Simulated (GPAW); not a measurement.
SiO2 (P4_2/mnm): refractive index against wavelength

The refractive index of SiO2 (P4_2/mnm) along x below the direct gap (5.61 eV on the mesh) is read from one computed spectrum, n = √(Re ε). x, y and z are the Cartesian axes of the input cell.

The structure is tetragonal, space group P4_2/mnm (No. 136). Conventional cell: a = 4.177 Å, b = 4.177 Å, c = 2.665 Å, α = 90.00°, β = 90.00°, γ = 90.00°. Si on site a has 6 O at 1.76 to 1.81 Å as nearest neighbours. O on site f is surrounded by 3 Si at 1.76 to 1.81 Å.

Method: GPAW 26.7.0, LDA, RPA, k-mesh 7×7×11, local fields up to 50 eV, Lorentzian half width 0.15 eV.

Launch of the response step: `OMP_NUM_THREADS=1 python df.py`. The run took 2.2 min, its band step included, on 1 thread of Arm Neoverse V1, on a shared host.

| wavelength (nm) | photon energy E (eV) | n |
| --- | --- | --- |
| 700 | 1.771 | 1.8203 |
| 633 | 1.959 | 1.8230 |
| 532 | 2.331 | ? |
| 450 | 2.755 | 1.8381 |
| 405 | 3.061 | 1.8455 |
| 365 | 3.397 | 1.8549 |
| 308 | 4.025 | 1.8766 |

In the single-oscillator model n² − 1 = E₀E_d/(E₀² − E²), so 1/(n² − 1) = E₀/E_d − E²/(E₀E_d) is linear in E².

Working, on the rows shown:

| x = E² (eV²) | y = 1/(n² − 1) |
| --- | --- |
| 3.13716 | 0.432247 |
| 3.83641 | 0.430417 |
| 7.59115 | 0.420413 |
| 9.37179 | 0.41565 |
| 11.5384 | 0.409726 |
| 16.2043 | 0.396569 |

Means: x̄ = 8.6132, ȳ = 0.4175. Σ(x − x̄)(y − ȳ) = -0.3285, Σ(x − x̄)² = 120.6. Slope = -0.3285 / 120.6 = -0.002723; intercept = ȳ − slope · x̄ = 0.44096. Turned back into n, the line misses the rows shown by at most 0.00044.

Question: Predict the last column of the withheld row from the fit.

Answer: At x = 5.4314 the line gives y = 0.42617, that is 1.8293. The run gave 1.8293, so the interpolation holds to the digits printed.

Refitted with all rows, the slope is -0.002724 and the intercept 0.44097. These give E₀ = √(intercept/−slope) = 12.72 eV and E_d = E₀/intercept = 28.9 eV; E₀ is 2.3 times the direct gap. The electronic limit at long wavelengths, without lattice vibrations, is n = √(1 + 1/intercept) = 1.808. Excitons are left out; LDA gaps are as a rule too small. The values come from a sum over the points of one k-mesh and carry its error, which grows as the direct gap shrinks. This version of GPAW has incomplete matrix elements in the optical limit, which can lower ε − 1 by up to a tenth where first-row anions or d states rule.
